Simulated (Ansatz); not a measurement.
# GeCl2 (model cell, started as fluorite): following an unstable mode

Wanted: the energy along a soft mode of GeCl2 (model cell, started as fluorite) and the structure at the end.

Main program and level: Ansatz 0.2.0; DFT PBEsol, scalar-relativistic, plane waves, PAW.

Report form: the programs' logs are mostly left out.

The structure was built from a prototype and need not be the compound's stable phase.

**1. Set-up**

The structure is cubic, space group Fm-3m (No. 225). Conventional cell: a = 6.490 Å, b = 6.490 Å, c = 6.490 Å, α = 90.00°, β = 90.00°, γ = 90.00°. Nearest to Ge lie 8 Cl at 2.81 Å. Nearest to Cl lie 4 Ge at 2.81 Å. Farther neighbours and most contacts between anions are not listed.

**2. Phonons on a q mesh**

The cell comes from relaxations at this level that are not shown. Stability and thermal properties need the whole zone. Linear response on a 4×4×4 q mesh gives force constants as far as a supercell of that size would, and the tensors from the zone-centre run are typed in so that the long-range dipole term is interpolated apart.

The input, input.yaml:

```yaml
crystal:
  lattice:
    - [0.0, 3.2449479433, 3.2449479433]
    - [3.2449479433, 0.0, 3.2449479433]
    - [3.2449479433, 3.2449479433, 0.0]
  atoms:
    - { symbol: Ge, position: [0.0, 0.0, 0.0] }
    - { symbol: Cl, position: [0.25, 0.25, 0.25] }
    - { symbol: Cl, position: [0.75, 0.75, 0.75] }
kpoints:
  mp_grid: { grid: [8, 8, 8] }
hamiltonian:
  xc: pbesol
scf:
  occupations: { method: fixed }
output:
  eigenvalues: true
phonons:
  method: dfpt
  qmesh: [4, 4, 4]
  temperatures: { t_max: 1000, t_step: 50 }
  qpath:
    path:
      - [[0.0, 0.0, 0.0], [0.5, 0.0, 0.5], [0.625, 0.25, 0.625]]
      - [[0.375, 0.375, 0.75], [0.0, 0.0, 0.0], [0.5, 0.5, 0.5], [0.5, 0.25, 0.75], [0.5, 0.0, 0.5]]
    npoints: 10
  non_analytic_term:
    high_frequency_dielectric_tensor: [[6.1697, 0.0, 0.0], [0.0, 6.1697, 0.0], [0.0, 0.0, 6.1697]]
    born_effective_charges:
      - { species: Ge, tensor: [[4.0617, 0.0, 0.0], [0.0, 4.0617, 0.0], [0.0, 0.0, 4.0617]] }
      - { species: Cl, tensor: [[-2.0309, 0.0, 0.0], [0.0, -2.0309, 0.0], [0.0, 0.0, -2.0309]] }
      - { species: Cl, tensor: [[-2.0309, 0.0, 0.0], [0.0, -2.0309, 0.0], [0.0, 0.0, -2.0309]] }
    source: "zone-centre run at this cell"
```

The run is started by

```sh
> ansatz run input.yaml --threads 4 --pin off --max-ram 7168MiB --backend cpu --events-out ev --progress --plain --runs-dir out
```

Elapsed: 2.1 min, on 4 threads of Arm Neoverse V2, shared host; peak memory 1.6 GiB.

Numbers from this step:

```
gap on the k-mesh                                       : 2.408 eV
volume per atom                                         : 22.78 Å³
sum-rule residual before enforcement                    : 3.26e-5 eV/Å²
lowest frequency on the path                            : -82.60 cm⁻¹
point group                                             : m-3m
highest frequency on the path or at a solved wavevector : 233.7 cm⁻¹
highest optical mode at the zone centre (no LO-TO term) : 197.7 cm⁻¹
lowest optical zone-centre mode                         : -57.92 cm⁻¹
lowest mode on the q mesh (acoustic modes at Γ apart)   : -78.61 cm⁻¹
```

Frequencies (cm⁻¹) solved at each irreducible wavevector; negative means imaginary. Frequencies by wavevector, by row:

```csv
q in reciprocal lattice units,star,mode 1,mode 2,mode 3,mode 4,mode 5,mode 6,mode 7,mode 8,mode 9
0 0 0,1,-57.9,-57.9,-57.9,0,0,0,197.7,197.7,197.7
0 0 0.25,8,-62,-62,70.6,70.6,79,172.6,184.7,184.7,209.4
0 0 -0.5,4,-72.2,-72.2,87.7,112.2,112.2,162.7,164.9,164.9,187.2
0 0.25 0.25,6,-78.6,-78.6,28.1,28.1,123.1,143.3,185.6,185.6,228.3
0 0.25 -0.5,24,-76.2,-61.8,59.7,85.8,88,138.9,165.7,173.7,220.8
0 0.25 -0.25,12,-76.4,-64.4,47.1,106.3,126.9,134,153,182.2,213.3
0 -0.5 -0.5,3,-78.3,-78.3,-61,44.5,44.5,166.2,167.3,167.3,233.7
0.25 -0.5 -0.25,6,-73.4,-37.4,19.9,87.7,87.7,137,137,180.5,227.7
```

Interpolated from a 4×4×4 q mesh, with the LO-TO term (at Γ the limit along the path; where Γ stands inside the path, tables give the limit on arrival). The phonon branches at the labelled points (cm⁻¹):

```csv
point,branch 1,branch 2,branch 3,branch 4,branch 5,branch 6,branch 7,branch 8,branch 9
Γ,-58,-58,0,0,0,198,198,198,224
halfway,-79,-79,28,28,123,143,186,186,228
X,-78,-78,-61,45,45,166,167,167,234
halfway,-77,-63,-56,44,63,159,165,169,232
U,-74,-52,39,48,97,140,157,172,228
jump to K,-74,-52,39,48,97,140,157,172,228
halfway,-75,-56,34,101,103,154,172,190,209
Γ,-58,-58,0,0,0,198,198,198,224
halfway,-62,-62,71,71,79,173,185,185,209
L,-72,-72,88,112,112,163,165,165,187
halfway,-72,-59,67,88,111,140,151,177,215
W,-73,-37,20,88,88,137,137,180,228
halfway,-76,-51,-43,36,78,151,158,174,231
X,-78,-78,-61,45,45,166,167,167,234
```

Symmetry leaves 8 wavevectors to solve. The lowest mode among them, the acoustic zeros apart, lies at q = (0, 0.25, 0.25) and is imaginary, 78.6i cm⁻¹, so the energy falls along it. Between them the interpolated path dips to 83i cm⁻¹.

**3. The mode frozen in, largest atomic shift 0 Å**

The mode followed lies at q = (0, 0.25, 0.25) with frequency 78.6i cm⁻¹ and is 2-fold degenerate, the softest among the wavevectors solved. At small amplitude the distorted cell has space group no. 51 by a symmetry search on the positions. The undistorted cell that holds it gives the zero of energy on the same k mesh.

System of this step: GeCl2 (model cell, started as fluorite). The structure is cubic, space group Fm-3m (No. 225). Conventional cell: a = 6.490 Å, b = 6.490 Å, c = 6.490 Å, α = 90.00°, β = 90.00°, γ = 90.00°. Nearest to Ge lie 8 Cl at 2.81 Å. Cl has 4 Ge at 2.81 Å nearest. Farther neighbours and most contacts between anions are not listed.

The input, input.yaml:

```yaml
crystal:
  lattice:
    - [0.0, -3.2449479433, -3.2449479433]
    - [0.0, 3.2449479433, -3.2449479433]
    - [12.9797917732, 0.0, 0.0]
  atoms:
    - { symbol: Ge, position: [0.5, 0.5, 0.75] }
    - { symbol: Ge, position: [0.5, 0.5, 0.25] }
    - { symbol: Ge, position: [0.0, 0.0, 0.5] }
    - { symbol: Ge, position: [0.0, 0.0, 0.0] }
    - { symbol: Cl, position: [0.0, 0.5, 0.875] }
    - { symbol: Cl, position: [0.0, 0.5, 0.375] }
    - { symbol: Cl, position: [0.5, 0.0, 0.625] }
    - { symbol: Cl, position: [0.5, 0.0, 0.125] }
    - { symbol: Cl, position: [0.0, 0.5, 0.125] }
    - { symbol: Cl, position: [0.0, 0.5, 0.625] }
    - { symbol: Cl, position: [0.5, 0.0, 0.875] }
    - { symbol: Cl, position: [0.5, 0.0, 0.375] }
kpoints:
  mp_grid: { grid: [6, 6, 2] }
hamiltonian:
  xc: pbesol
scf:
  occupations: { method: gaussian, width: 0.02 }
output:
  forces: true
  stress: true
  eigenvalues: true
```

Run time: 3.4 s. Hardware: 4 threads; peak memory 0.84 GiB; 13 s of CPU time.

This step gave:

```yaml
pressure: -0.007016 GPa
energy_from_the_undistorted_cell: 0 meV/atom
```

At this level the gap is 2.41 eV on the k-mesh of the self-consistent run, which can miss the band edges.

**4. The mode frozen in, largest atomic shift 0.14 Å**

The atoms are moved along the unstable eigenvector, the largest shift by 0.14 Å, with the cell fixed.

The input, input.yaml:

```yaml
crystal:
  lattice:
    - [0.0, -3.2449479433, -3.2449479433]
    - [0.0, 3.2449479433, -3.2449479433]
    - [12.9797917732, 0.0, 0.0]
  atoms:
    - { symbol: Ge, position: [0.5, 0.5, 0.75] }
    - { symbol: Ge, position: [0.5, 0.5, 0.25] }
    - { symbol: Ge, position: [0.0305074075, 0.0, 0.5] }
    - { symbol: Ge, position: [-0.0305074075, 0.0, 0.0] }
    - { symbol: Cl, position: [0.0095983039, 0.5, 0.875] }
    - { symbol: Cl, position: [-0.0095983039, 0.5, 0.375] }
    - { symbol: Cl, position: [0.4793154469, 0.0, 0.625] }
    - { symbol: Cl, position: [0.5206845531, 0.0, 0.125] }
    - { symbol: Cl, position: [0.0095983039, 0.5, 0.125] }
    - { symbol: Cl, position: [-0.0095983039, 0.5, 0.625] }
    - { symbol: Cl, position: [0.5206845531, 0.0, 0.875] }
    - { symbol: Cl, position: [0.4793154469, 0.0, 0.375] }
kpoints:
  mp_grid: { grid: [6, 6, 2] }
hamiltonian:
  xc: pbesol
scf:
  occupations: { method: gaussian, width: 0.02 }
output:
  forces: true
  stress: true
  eigenvalues: true
  write_density: true
  write_potential: true
  elf: true
  volumetric_format: npy
```

Wall time 8.7 s (4 threads); peak memory 0.94 GiB; 34 s of CPU time.

Numbers from this step:

* pressure: 0.3267 GPa
* gap on the k-mesh: 2.319 eV
* energy from the undistorted cell: -2.881 meV/atom

The energy, extrapolated to zero smearing, is -2.88 meV/atom against the undistorted cell.

The run ends at a pressure of 0.33 GPa, with forces up to 0.10 eV/Å.

**5. Energy along the mode, all amplitudes (two of the runs are shown above)**

An imaginary frequency means negative curvature, so the energy should fall and then rise again as anharmonic terms take over.

This step gave:

| Item | Value |
| --- | --- |
| depth at the lowest point sampled | 2.881 meV/atom |
| largest atomic shift at that point | 0.14 Å |

Table of energy from the parent by largest atomic shift:

```csv
largest atomic shift (Å),energy from the parent (meV/atom)
0.000,0
0.040,-0.332
0.080,-1.22
0.140,-2.88
0.220,-2.73
0.320,10.0
```

Displacement at unit largest shift by atom:

```csv
atom,x (Å),y (Å),z (Å),size
Ge1,0.000,0.000,0.000,0.000
Ge2,0.000,0.000,0.000,0.000
Ge3,0.000,-0.707,-0.707,1.000
Ge4,0.000,0.707,0.707,1.000
Cl5,0.000,-0.222,-0.222,0.314
Cl6,0.000,0.222,0.222,0.314
Cl7,0.000,0.479,0.479,0.677
Cl8,0.000,-0.479,-0.479,0.677
Cl9,0.000,-0.222,-0.222,0.314
Cl10,0.000,0.222,0.222,0.314
Cl11,0.000,-0.479,-0.479,0.677
Cl12,0.000,0.479,0.479,0.677
```

The lowest of the steps tried is at 0.14 Å, 2.88 meV/atom below the parent; the bottom of the well need not coincide with a step.

**6. Relaxing from the distorted cell**

Starting from the lowest point found, all atoms and the cell are let go, so that strain and other modes of the same symmetry can join in.

Edit input.yaml of step 4 so:

```diff
@@ -23,3 +23,3 @@
 scf:
-  occupations: { method: gaussian, width: 0.02 }
+  occupations: { method: fixed }
 output:
@@ -28,5 +28,6 @@
   eigenvalues: true
-  write_density: true
-  write_potential: true
-  elf: true
-  volumetric_format: npy
+relax:
+  adjacent_minimum: "off"
+  f_tol: 0.002
+  max_steps: 120
+  cell: { stress_tol: 0.03 }
```

It took 61 s on 4 threads; peak memory 0.99 GiB.

Step by step:

```csv
step,energy less that of the first step (eV),largest force component (eV/Å),pressure (GPa),volume (Å³)
1,0.0000,0.0734,0.33,273.35
2,-0.0067,0.1176,-0.16,276.45
3,-0.0135,0.0807,-0.11,276.34
4,-0.0241,0.0093,0.06,277.15
5,-0.0244,0.0013,0.00,277.59
6,-0.0245,0.0016,0.00,277.61
7,-0.0245,0.0013,-0.01,277.65
8*,-0.0247,0.0013,-0.01,277.65
```

Relaxation steps marked * repeat the geometry before them on a plane-wave basis chosen anew for their cell, so energy and pressure can jump there.

The run keeps the 8 symmetry operations that it works with, so distortions that break them were not tested.

```csv
cell as run,before,after,change
a (Å),4.589,4.640,+1.1 %
b (Å),4.589,4.611,+0.5 %
c (Å),12.980,12.978,-0.0 %
volume (Å³/atom),22.78,23.14,+1.6 %
```

The atoms that moved most (Å, as changes of fractional coordinates times the final cell):

```csv
atom,dx,dy,dz,length
Ge3,0.000,-0.086,-0.086,0.121
Ge4,0.000,0.086,0.086,0.121
Cl7,0.017,0.007,0.007,0.020
Cl8,0.017,-0.007,-0.007,0.020
Cl12,-0.017,0.007,0.007,0.020
Cl11,-0.017,-0.007,-0.007,0.020
Cl10,0.009,0.006,0.006,0.013
Cl5,-0.009,-0.006,-0.006,0.013
```

The relaxed structure:

```cif
data_structure
_symmetry_space_group_name_H-M 'P 1'
_symmetry_Int_Tables_number 1
_cell_length_a 4.6399
_cell_length_b 4.6108
_cell_length_c 12.9781
_cell_angle_alpha 90.000
_cell_angle_beta 90.000
_cell_angle_gamma 90.000
_cell_volume 277.65
loop_
_atom_site_label
_atom_site_type_symbol
_atom_site_fract_x
_atom_site_fract_y
_atom_site_fract_z
_atom_site_occupancy
Ge1 Ge 0.50000 0.50000 0.75000 1
Ge2 Ge 0.50000 0.50000 0.25000 1
Ge3 Ge 0.05668 0.00000 0.50000 1
Ge4 Ge 0.94332 0.00000 0.00000 1
Cl5 Cl 0.01148 0.50000 0.87429 1
Cl6 Cl 0.98852 0.50000 0.37429 1
Cl7 Cl 0.47719 0.00000 0.62631 1
Cl8 Cl 0.52281 0.00000 0.12631 1
Cl9 Cl 0.01148 0.50000 0.12571 1
Cl10 Cl 0.98852 0.50000 0.62571 1
Cl11 Cl 0.52281 0.00000 0.87369 1
Cl12 Cl 0.47719 0.00000 0.37369 1
```

This step gave:

```
pressure          : -0.007155 GPa
gap on the k-mesh : 2.216 eV
volume per atom   : 23.14 Å³
```

The distorted start has space group Pmma; the relaxation ends in Pmma.

**7. Results**

* unstable mode of the parent: q = (0, 0.25, 0.25), 79i cm⁻¹
* depth at the lowest point sampled: 2.88 meV/atom
* largest atomic shift at that point: 0.14 Å
* space group reached (within 0.01 Å): Pmma
* energy gained over the parent (first relaxation, on the mesh of the frozen mode): 4.94 meV/atom
* volume per atom, phase reached: 23.1 Å³
* gap on the k-mesh, phase reached: 2.22 eV

What this shows: Along this mode the structure falls into Pmma, 4.94 meV/atom below the parent. At the parent's cell the well is 2.881 meV/atom deep on the steps tried, with its lowest point at a shift of 0.14 Å. Relaxing atoms and cell changes the gain by +2.06 meV/atom against the lowest step (energies at zero smearing). The modes of the phase reached were not computed on this path. Of the 6 patterns followed to their end from this parent, this one ends 113 meV/atom above the lowest, P4_12_12. Each path keeps the symmetry of its pattern, so a lower phase may lie along a pattern not tried. The program warns that the interpolation holds no quadrupole term, so branches close to Γ can be off in this crystal. The starting cell was built on a prototype and not taken from a measurement, so the phase need not exist.

[Logs are printed without paths, hosts, clocks, repeated set-up lines and the standing remarks that a program may print on its own settings, such as how far it seeks lower states.]

[Hosts, paths, dates, database ids (printed as entryN), source tags and the programs' standing remarks are cut or masked in the printed files.]
